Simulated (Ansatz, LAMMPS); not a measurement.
# Compressing and expanding a frame of amorphous polyoxymethylene (as short chains C15O14H32) from 400 K (244 atoms), part 2 of 2

Aim: relax a frame of amorphous polyoxymethylene (as short chains C15O14H32) from 400 K (244 atoms), then change its volume to read the bulk modulus from the stress.

Ansatz 0.2.0; Kohn-Sham DFT, PBE+D3(BJ), PAW (set soft_2), plane waves.

The cell: 60 C, 56 O and 128 H. The network of contacts between molecules at the start is that of the classical potential that made the cell. Sampling is at Γ alone.

So far. Step 2 (Single point at the start): The r.m.s. force at the start is 1.0 eV/Å. Step 3 (Cell and atoms relaxed): The relaxation was stopped at its limit after 39 steps, with a largest force component of 0.019 eV/Å.

### 5. Volume -3 %

The relaxed cell is scaled evenly and the atoms are relaxed again; the stress at the end gives one point of P(V).

Input file input.yaml:

```yaml
crystal:
  lattice:
    - [12.93712, 0.08293, -0.20143]
    - [0.08293, 13.09267, -0.05243]
    - [-0.20143, -0.05243, 13.07922]
  atoms:
    [... the 244 atom lines of step 4 ...]
kpoints:
  mp_grid: { grid: [1, 1, 1] }
hamiltonian:
  xc: pbe
  dispersion: d3bj
scf:
  occupations: { method: gaussian, width: 0.025 }
output:
  forces: true
  eigenvalues: true
  stress: true
relax:
  f_tol: 0.05
  max_steps: 70
```

On the command line:

```sh
> ansatz run input.yaml --threads 4 --pin off --max-ram 8192MiB --backend cpu --events-out ev --progress --plain --runs-dir out
```

Numbers of over 12 decimals in the logs are rounded to 6 here.

The log of the run:

```text
Warning: output.stress: scf.convergence.dr2_threshold = 1e-7 eV (the SCF's general default) is looser than the 1.08e-8 eV advised for a printed stress (1e-10 eV for each atom of the cell: 244, of which 108 are counted). What an SCF threshold leaves in a stress goes as its square root, and in the free energy as the threshold itself, and one threshold admits the most on a small cell: [...]
[...]
Crystal: 244 atoms, lattice volume = 2214.722 Å³
Basis set: ecut = 420 eV, 43291 PW (Γ), exchange–correlation on 180×180×180 points (8 copies of the dense FFT grid, shifted against one another)
Bands: 596, of which v1, the nominal top of the filled ones, is band 352 counted from 1 (351 counted from 0)
Symmetry: 1 space group operations
[...]
k-points: 1
[...]
SCF iter   1: F=—  HF=-48844.456242 eV  |F-HF|=—  |Δ(HF+E_count)|=         —  Δρ=5.59e-3  dr2=5.12e-1  ethr=1.77e-3  ⟨swp⟩=6.0  Hψ=2682  notcnv=0  defer=14
[...]
SCF iter   5: F=—  HF=-48844.406790 eV  |F-HF|=—  |Δ(HF+E_count)|=   7.41e-4  Δρ=1.01e-4  dr2=2.56e-4  ethr=3.13e-7  ⟨swp⟩=2.0  Hψ=651  notcnv=0  defer=240
SCF iter   6: F=-48844.406859 eV  HF=-48844.406883 eV  |F-HF|=2.34e-5  |Δ(HF+E_count)|=   9.31e-5  Δρ=5.34e-5  dr2=5.03e-5  ethr=8.88e-9  ⟨swp⟩=12.0  Hψ=3427  notcnv=0
SCF 1 converged in 6 iterations: F = -48844.406859 eV  dr2 = 5.03e-5
[...]
relax step   1: F+E_penalty+E_count = -48844.40685932 eV  Δ(F+E_penalty+E_count) = +0.000e0 eV  max|allowed force component| = 5.239e-1 eV/Å  Δτ_max = 0.0000 Å  (6 SCF iters, dr2 threshold 6.25e-5 eV, accepted)
[...]
relax step   2: F+E_penalty+E_count = -48844.97739391 eV  Δ(F+E_penalty+E_count) = -5.705e-1 eV  max|allowed force component| = 2.477e-1 eV/Å  Δτ_max = 0.0465 Å  (6 SCF iters, dr2 threshold 1.72e-5 eV, accepted)
[...]
relax step   3: F+E_penalty+E_count = -48845.07718368 eV  Δ(F+E_penalty+E_count) = -9.979e-2 eV  max|allowed force component| = 6.434e-2 eV/Å  Δτ_max = 0.0480 Å  (7 SCF iters, dr2 threshold 3.84e-6 eV, accepted)
[...]
relax step   4: F+E_penalty+E_count = -48845.08462787 eV  Δ(F+E_penalty+E_count) = -7.444e-3 eV  max|allowed force component| = 2.001e-2 eV/Å  Δτ_max = 0.0355 Å  (8 SCF iters, accepted)
SCF converged after 8 iterations
Free energy (F): -48845.084628 eV
[...]
Internal energy: -48845.084628 eV  (E = F + TS)
E sigma→0 (E₀):  -48845.084628 eV
Fermi energy:    2.750308 eV
[...]
Σ components = -48845.084628   (vs F -48845.084628, Δ=0.00e0)
--- Forces (eV/Å), atoms counted from 1 ---
  atom   1  C     -0.00705789    -0.01088028    -0.01291432
  atom   2  O     -0.00504405     0.01260513    -0.00047790
  atom   3  C     -0.01115098    -0.00567534     0.01371812
  atom   4  O      0.01219854    -0.00387452    -0.00600912
[...]
atom 244  H      0.01230537    -0.00791581     0.00338042
  max |Σ_I F_I| component: 3.26e-4 eV/Å
--- Stress (GPa, compression-positive) ---
        0.006736       0.038835      -0.104228
        0.038835       0.059056      -0.017841
       -0.104228      -0.017840       0.043337
  P = ⅓ Tr σ = 0.0364 GPa (0.364 kbar)
--- Band table (eV) ---
[...]
--- Relaxed structure (4 steps of the walk, 4 accepted, 0 SCFs on fresh bases) ---
  F+E_penalty+E_count = -48845.08462787 eV   max|allowed force component| = 2.001e-2 eV/Å
  atoms:
    - { symbol: C, position: [0.867005, 0.890864, 0.483670] }
    - { symbol: O, position: [0.896481, 0.946848, 0.573824] }
    - { symbol: C, position: [0.846055, 0.041879, 0.580545] }
    - { symbol: O, position: [0.884824, 0.117186, 0.514510] }
[...]
- { symbol: H, position: [0.463703, 0.208224, 0.356125] }
```

Elapsed: 3.2 min, on 4 threads of Arm Neoverse V1, shared host; peak memory 3.3 GiB; 13 min of CPU time.

The program notes that the SCF threshold is loose for the stress.

The relaxation converged after 4 steps, 0.678 eV below its start, with a largest force component of 0.020 eV/Å.

Volume -3 %: the energy stands 0.0192 eV below that of the reference, at a pressure of 0.0364 GPa.

### 6. Volume +3 %

The relaxed cell is scaled to another volume.

input.yaml, the sections that differ from step 5:

```yaml
crystal:
  lattice:
    - [13.19855, 0.08461, -0.2055]
    - [0.08461, 13.35724, -0.05348]
    - [-0.2055, -0.05348, 13.34352]
  atoms:
    [... the 244 atom lines of step 4 ...]
# kpoints, hamiltonian, scf, output, relax: as in step 5
```

The log of the run:

```text
[...]
Crystal: 244 atoms, lattice volume = 2351.716 Å³
Basis set: ecut = 420 eV, 45951 PW (Γ), exchange–correlation on 180×180×180 points (8 copies of the dense FFT grid, shifted against one another)
Bands: 596, of which v1, the nominal top of the filled ones, is band 352 counted from 1 (351 counted from 0)
Symmetry: 1 space group operations
[...]
k-points: 1
[...]
SCF iter   1: F=—  HF=-48844.371594 eV  |F-HF|=—  |Δ(HF+E_count)|=         —  Δρ=5.25e-3  dr2=4.91e-1  ethr=1.77e-3  ⟨swp⟩=6.0  Hψ=2668  notcnv=0  defer=8
[...]
SCF iter   5: F=—  HF=-48844.345485 eV  |F-HF|=—  |Δ(HF+E_count)|=   6.76e-4  Δρ=1.07e-4  dr2=3.16e-4  ethr=3.41e-7  ⟨swp⟩=2.0  Hψ=651  notcnv=0  defer=240
SCF iter   6: F=-48844.345546 eV  HF=-48844.345570 eV  |F-HF|=2.33e-5  |Δ(HF+E_count)|=   8.44e-5  Δρ=5.27e-5  dr2=5.23e-5  ethr=8.88e-9  ⟨swp⟩=11.0  Hψ=3454  notcnv=0
SCF 1 converged in 6 iterations: F = -48844.345546 eV  dr2 = 5.23e-5
[...]
relax step   1: F+E_penalty+E_count = -48844.34554638 eV  Δ(F+E_penalty+E_count) = +0.000e0 eV  max|allowed force component| = 4.662e-1 eV/Å  Δτ_max = 0.0000 Å  (6 SCF iters, dr2 threshold 6.25e-5 eV, accepted)
[...]
relax step   2: F+E_penalty+E_count = -48844.87607670 eV  Δ(F+E_penalty+E_count) = -5.305e-1 eV  max|allowed force component| = 2.401e-1 eV/Å  Δτ_max = 0.0439 Å  (6 SCF iters, dr2 threshold 1.36e-5 eV, accepted)
[...]
relax step   3: F+E_penalty+E_count = -48844.97161853 eV  Δ(F+E_penalty+E_count) = -9.554e-2 eV  max|allowed force component| = 5.650e-2 eV/Å  Δτ_max = 0.0321 Å  (7 SCF iters, dr2 threshold 3.60e-6 eV, accepted)
[...]
relax step   4: F+E_penalty+E_count = -48844.97652085 eV  Δ(F+E_penalty+E_count) = -4.902e-3 eV  max|allowed force component| = 1.611e-2 eV/Å  Δτ_max = 0.0182 Å  (8 SCF iters, accepted)
SCF converged after 8 iterations
Free energy (F): -48844.976521 eV
[...]
Internal energy: -48844.976521 eV  (E = F + TS)
E sigma→0 (E₀):  -48844.976521 eV
Fermi energy:    2.304902 eV
[...]
Σ components = -48844.976521   (vs F -48844.976521, Δ=0.00e0)
--- Forces (eV/Å), atoms counted from 1 ---
  atom   1  C      0.00794935     0.00976381     0.01611431
  atom   2  O     -0.00419525    -0.00825802    -0.00477001
  atom   3  C      0.00055395     0.00614897    -0.00709423
  atom   4  O      0.00328423    -0.00095881     0.00286466
[...]
atom 244  H     -0.00503920     0.00419434    -0.00217351
  max |Σ_I F_I| component: 1.03e-4 eV/Å
--- Stress (GPa, compression-positive) ---
       -0.320407       0.028947      -0.056518
        0.028947      -0.241865      -0.025326
       -0.056517      -0.025326      -0.258378
  P = ⅓ Tr σ = -0.2736 GPa (-2.736 kbar)
--- Band table (eV) ---
[...]
--- Relaxed structure (4 steps of the walk, 4 accepted, 0 SCFs on fresh bases) ---
  F+E_penalty+E_count = -48844.97652085 eV   max|allowed force component| = 1.611e-2 eV/Å
  atoms:
    - { symbol: C, position: [0.871353, 0.897349, 0.482061] }
    - { symbol: O, position: [0.899904, 0.951370, 0.571188] }
    - { symbol: C, position: [0.851307, 0.044993, 0.578151] }
    - { symbol: O, position: [0.889680, 0.118546, 0.513327] }
[...]
- { symbol: H, position: [0.466059, 0.202975, 0.359779] }
```

The job ended after 3.5 min (4 threads; peak memory 3.5 GiB).

The relaxation converged after 4 steps, 0.631 eV below its start, with a largest force component of 0.016 eV/Å.

Volume +3 %: the energy stands 0.0889 eV above that of the reference, at a pressure of -0.274 GPa.

### 7. Volume -6 %

The relaxed cell is scaled to another volume.

Input and log are left out; they have the form of those shown for this kind of step.

It took 8.2 min on 4 threads of Arm Neoverse V1, shared host; peak memory 3.3 GiB.

The relaxation was stopped at its limit after 10 steps, 2.88 eV below its start, with a largest force component of 0.098 eV/Å.

Volume -6 %: the energy stands 0.0207 eV above that of the reference.

### 8. Volume +6 %

The relaxed cell is scaled to another volume.

input.yaml, the sections that differ from step 6:

```yaml
crystal:
  lattice:
    - [13.32546, 0.08542, -0.20748]
    - [0.08542, 13.48568, -0.054]
    - [-0.20748, -0.054, 13.47183]
  atoms:
    [... the 244 atom lines of step 4 ...]
# kpoints, hamiltonian, scf, output, relax: as in step 6
```

The log of the run:

```text
Warning: output.stress: scf.convergence.dr2_threshold = 1e-7 eV (the SCF's general default) is looser than the 1.08e-8 eV advised for a printed stress (1e-10 eV for each atom of the cell: 244, of which 108 are counted). What an SCF threshold leaves in a stress goes as its square root, and in the free energy as the threshold itself, and one threshold admits the most on a small cell: [...]
[...]
Pseudopotentials: kind: paw
Pseudopotential: C, paw, valence charge 4, recommended cutoff 420 eV (normal), C.paw.azcp
Pseudopotential: O, paw, valence charge 6, recommended cutoff 420 eV (normal), O.paw.azcp
Pseudopotential: H, paw, valence charge 1, recommended cutoff 420 eV (normal), H.paw.azcp
[... 5 lines on functional and potentials left out ...]
Crystal: 244 atoms, lattice volume = 2420.211 Å³
Basis set: ecut = 420 eV, 47305 PW (Γ), exchange–correlation on 180×192×192 points (8 copies of the dense FFT grid, shifted against one another)
Bands: 596, of which v1, the nominal top of the filled ones, is band 352 counted from 1 (351 counted from 0)
Symmetry: 1 space group operations
Space group: P1 (ITA 1), of the structure as read, at distance tolerance 1.3e-4 Å
k-points: 1
[... 7 lines on functional and potentials left out ...]
Initial density: superposition of atomic densities (neutral atoms: chi_scale 0, normalization atom), corrected by the library's trained network
Initial wavefunctions: pseudopotential atomic-orbital guess
[...]
SCF iter   1: F=—  HF=-48842.449647 eV  |F-HF|=—  |Δ(HF+E_count)|=         —  Δρ=5.13e-3  dr2=4.87e-1  ethr=1.77e-3  ⟨swp⟩=6.0  Hψ=2641  notcnv=0  defer=6
preconditioner: auto → Resta (q_TF=auto, 2.221 Å⁻¹)  ε∞=2.5  [insulator: Δε(μ)=5.404 eV  Ē_g=16.593 eV  σ=0.025 eV  W_gap=1.00  n_scr=454 (ndim 8)  ℏωp=20.0 eV  f_vac=0.224  D(μ)=0.00/eV (n_scr^D=0)  ε∞_Penn≈2.5]
[...]
SCF iter   5: F=—  HF=-48842.430200 eV  |F-HF|=—  |Δ(HF+E_count)|=   6.76e-4  Δρ=1.09e-4  dr2=3.39e-4  ethr=3.54e-7  ⟨swp⟩=2.0  Hψ=654  notcnv=0  defer=240
SCF iter   6: F=-48842.430249 eV  HF=-48842.430279 eV  |F-HF|=2.95e-5  |Δ(HF+E_count)|=   7.89e-5  Δρ=5.57e-5  dr2=6.07e-5  ethr=8.88e-9  ⟨swp⟩=12.0  Hψ=3611  notcnv=0
SCF 1 converged in 6 iterations: F = -48842.430249 eV  dr2 = 6.07e-5
[...]
relax step   1: F+E_penalty+E_count = -48842.43024902 eV  Δ(F+E_penalty+E_count) = +0.000e0 eV  max|allowed force component| = 8.830e-1 eV/Å  Δτ_max = 0.0000 Å  (6 SCF iters, dr2 threshold 6.25e-5 eV, accepted)
[...]
relax step   2: F+E_penalty+E_count = -48844.44407148 eV  Δ(F+E_penalty+E_count) = -2.014e0 eV  max|allowed force component| = 4.733e-1 eV/Å  Δτ_max = 0.0887 Å  (7 SCF iters, dr2 threshold 4.87e-5 eV, accepted)
[...]
relax step   5: F+E_penalty+E_count = -48844.83370082 eV  Δ(F+E_penalty+E_count) = -7.095e-3 eV  max|allowed force component| = 2.823e-2 eV/Å  Δτ_max = 0.0468 Å  (8 SCF iters, accepted)
[...]
relax step   6: F+E_penalty+E_count = -48844.83809151 eV  Δ(F+E_penalty+E_count) = -4.391e-3 eV  max|allowed force component| = 3.615e-2 eV/Å  Δτ_max = 0.0521 Å  (8 SCF iters, accepted)
[...]
Step cancelled. What follows is not a result of the run: it is the report of the last solve that finished, which converged after 8 SCF iterations.
Free energy (F): -48844.838092 eV
Harris-Foulkes:  -48844.838091 eV  (|F-HF|=1.24e-8)
Internal energy: -48844.838092 eV  (E = F + TS)
E sigma→0 (E₀):  -48844.838092 eV
Fermi energy:    2.096690 eV
--- Per-component energies (eV) ---
[...]
Σ components = -48844.838092   (vs F -48844.838092, Δ=0.00e0)
--- Forces (eV/Å), atoms counted from 1 ---
  atom   1  C     -0.01226728    -0.00747582    -0.02634018
  atom   2  O      0.00646224    -0.00185172     0.00535638
  atom   3  C     -0.01685799    -0.00245911     0.01635066
  atom   4  O     -0.00575143     0.00692804    -0.01141832
[...]
atom 244  H      0.00989975    -0.00466663     0.00421241
  max |Σ_I F_I| component: 2.07e-4 eV/Å
--- Stress (GPa, compression-positive) ---
       -0.458092       0.023298      -0.045713
        0.023297      -0.388730      -0.027881
       -0.045712      -0.027881      -0.394331
  P = ⅓ Tr σ = -0.4137 GPa (-4.137 kbar)
--- Band table (eV) ---
  k-point 0: bands = ["-22.3965", "-22.3333", "-22.2842", "-22.2466", [... 580 levels ...], "11.4845", "11.4932", "11.5217", "11.5392", "11.5698", "11.5879", "11.5901", "11.6516", "11.6611", "11.6807", "11.7192", "11.7317"]
End of that report.
Error: SIGTERM received: cancelled by the caller after 4 completed SCF iterations
```

Run time: 5.7 min. Hardware: 4 threads; peak memory 3.6 GiB.

The relaxation was stopped at its limit after 6 steps, 2.41 eV below its start, with a largest force component of 0.036 eV/Å.

Volume +6 %: the energy stands 0.227 eV above that of the reference.

### 9. Volume -10 %

The relaxed cell is scaled to another volume.

Input and log are left out; they have the form of those shown for this kind of step.

The job ended after 4.4 min (4 threads of Arm Neoverse V1, shared host; peak memory 3.2 GiB).

The relaxation was stopped at its limit after 5 steps, 8.39 eV below its start, with a largest force component of 0.045 eV/Å.

Volume -10 %: the energy stands 0.421 eV above that of the reference.

### 10. Pressure against volume

Atoms are relaxed at each volume, in the scaled cell.

```
volume change (%)  volume (Å³/atom)  energy change (meV/atom)  pressure (GPa)  largest move on relaxing (Å)  bonds  gap (eV)
               -3             9.077                     -0.08            0.04                          0.11    240                5.45
               +0             9.357                      0.00           -0.14                             -    240                5.40
               +3             9.638                      0.36           -0.27                          0.08    240                5.35
```

### 11. What came out

The bulk modulus, from the slope of pressure against ln V over the three points nearest the relaxed volume, is 5.17 GPa. The gap goes from 5.45 eV at the smallest volume to 5.35 eV at the largest, -1.7 eV per unit of ln V by a straight line, on the run's k-points.

Caveats: Strains are finite and relaxations stop at the force tolerance of the input, which can leave moduli too stiff; they are those of a static cell at zero temperature. Volumes are changed with the cell's shape held, so in an anisotropic solid the modulus lies over the one under free hydrostatic load. The first relaxation stopped at its limit, so the strained cells go on relaxing towards a minimum that it hadn't reached. The program notes that the SCF threshold of the relaxations is loose for the stress.

The DFT runs together took 54 min of wall time.

[Logs are printed without paths, hosts, clocks, repeated set-up lines and the standing remarks that a program may print on its own settings, such as how far it seeks lower states.]

[Hosts, paths, dates, database ids (printed as entryN), source tags and the programs' standing remarks are cut or masked in the printed files.]
